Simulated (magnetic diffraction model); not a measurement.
**Solving a magnetic structure from powder neutron data: Al2V4CoCu3**

Space group P3m1 (no. 156), a = 3.9290 Å, c = 9.4090 Å.

```
site  atom    x    y       z
  1b    Cu  1/3  2/3  0.5720
  1b    Cu  1/3  2/3  0.0758
  1a    Cu    0    0  0.9262
  1a    Co    0    0  0.4276
  1c     V  2/3  1/3  0.4705
  1c     V  2/3  1/3  0.0067
  1b     V  1/3  2/3  0.3295
  1a     V    0    0  0.6706
  1b    Al  1/3  2/3  0.8244
  1a    Al    0    0  0.1894
```

The compound is invented for this exercise: a known structure type with other elements, its cell scaled to their sizes and not relaxed.

Only Co is taken to order (form factors of Co2+); orders and moment sizes are assumed, and not adapted to the symmetry. Radiation: neutrons of λ = 2.41 Å, 8° to 65°; isotropic B of 0.71 Å² (Cu), 0.89 Å² (Co), 0.65 Å² (V) and 1 Å² (Al). Simulated constant-wavelength pattern: nuclear and magnetic terms add, the magnetic one as |2.695 fm × Σ f S⊥ exp(2πi Q·r) exp(−B s²)|², summed over all Q at one angle with the factor 1/(sin²θ cos θ). For collinear order S is the moment m, which repeats by lattice and centring translations R with the sign exp(−2πi k·R). Free-ion form factors, Sears's scattering lengths of 1992, no absorption; a label names one of the reflections at its angle. The strongest nuclear line in the range is 100, and lines under 0.2 are left out.

Above the ordering temperature:

```tsv
2θ (°)	index	I
14.72	(0 0 1)	48.6
29.68	(0 0 2)	24.0
41.48	(1 0 0)	89.8
44.24	(1 0 1)	24.5
45.19	(0 0 3)	7.5
51.83	(1 0 2)	100.0
61.63	(0 0 4)	4.8
63.00	(1 0 3)	17.9
```

Below it (cell unchanged):

```csv
2θ (°),I
14.72,48.6
20.40,9.8
25.25,13.7
29.68,24.0
35.72,0.9
36.28,6.5
38.82,2.1
41.48,89.8
44.24,24.5
45.19,7.5
47.10,2.0
50.05,2.9
51.83,100.0
55.87,1.2
58.11,2.3
58.89,1.4
61.63,4.8
63.00,17.9
64.17,0.6
64.54,1.9
```

**Question.** Check that the new lines index with k = (1/2 1/2 0), then choose among these models:
A. collinear moments along [100], 2.25 μB on Co
B. collinear moments along [101], 2.25 μB on Co
C. collinear moments along [120], 2.25 μB on Co

The new lines index as (1/2 -1/2 0) at 20.40°, (1/2 -1/2 1) at 25.25°, (1/2 1/2 0) at 35.72° and (1/2 -1/2 2) at 36.28°, that is as H ± k with k = (1/2 1/2 0), one of 3 inequivalent arms of its star (k and −k counted as one), which a powder can't tell apart. Half indices mean that the moments reverse under translations with k·R a half-integer, and the magnetic cell has twice the primitive volume.

Magnetic intensity, observed (below minus above) and for each model:

| 2θ (°) | index | observed | A | B | C |
| --- | --- | --- | --- | --- | --- |
| 20.40 | (1/2 -1/2 0) | 9.8 | 3.3 | 11.6 | 9.8 |
| 25.25 | (1/2 -1/2 1) | 13.7 | 8.3 | 10.4 | 13.7 |
| 35.72 | (1/2 1/2 0) | 0.9 | 2.7 | 3.5 | 0.9 |
| 36.28 | (1/2 -1/2 2) | 6.5 | 5.3 | 2.7 | 6.5 |
| 38.82 | (1/2 1/2 1) | 2.1 | 4.7 | 5.0 | 2.1 |
| 47.10 | (1/2 1/2 2) | 2.0 | 3.1 | 2.3 | 2.0 |
| 50.05 | (1/2 -1/2 3) | 2.9 | 2.7 | 0.8 | 2.9 |
| 58.11 | (3/2 -1/2 1) | 2.3 | 2.0 | 3.5 | 2.3 |

Model C matches.

The structure used: k = (1/2 1/2 0), collinear moments along [120], 2.25 μB on Co.

[Logs are printed without paths, hosts, clocks, repeated set-up lines and the standing remarks that a program may print on its own settings, such as how far it seeks lower states.]
